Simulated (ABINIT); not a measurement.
Planning a run of ABINIT 10.8.3 on Selenium (P3_121, 3 atoms a cell). The input:

```
acell 3*1.0 Angstrom
rprim 
  4.366199999998 0.000000000000 0.000000000000
  -2.183099999999 3.781240118002 0.000000000000
  0.000000000000 0.000000000000 4.953600000000
ntypat 1
znucl 34
natom 3
typat 1 1 1
xred 
  0.225400000000 0.000000000000 0.333333333333
  0.000000000000 0.225400000000 0.666666666667
  0.774600000000 0.774600000000 -0.000000000000
pp_dirpath "pseudos"
pseudos "Se.upf"
ecut 48
ngkpt 3 3 2
nshiftk 1
shiftk 0 0 0
kptopt 1
chksymbreak 0
istwfk *1
occopt 1
irdwfk 1
optdriver 3
nband 86
ecuteps 4
inclvkb 2
awtr 1
symchi 1
indata_prefix "in"
outdata_prefix "out"
tmpdata_prefix "tmp"
```

```sh
OMP_NUM_THREADS=1 mpirun -n 8 abinit run.abi > log
```

**Question.** Estimate wall time and host memory on 8 MPI ranks of Arm Neoverse V2, shared host.

It took 19 s; on shared hardware allow 9.5 s to 38 s. Peak host memory was 2.9 GiB.

[Paths, hosts, dates, memory and timing lines, banners, echoed tables and standing remarks are left out of the program output.]

[Logs are printed without paths, hosts, clocks, repeated set-up lines and the standing remarks that a program may print on its own settings, such as how far it seeks lower states.]

[Runs of the session that timed out or met a known fault of the program may be left out.]

[Hosts, paths, dates, database ids (printed as entryN), source tags and the programs' standing remarks are cut or masked in the printed files.]

[G0W0 gaps are taken among the corrected bands and points alone; a level outside them can change the order at an edge.]

[Where Ansatz stands beside ABINIT at settings called matched, ABINIT's density can come from a denser mesh and the files from another edition; pairs whose starting gaps differed by over 0.03 eV were left out, so agreement reads better than it is.]
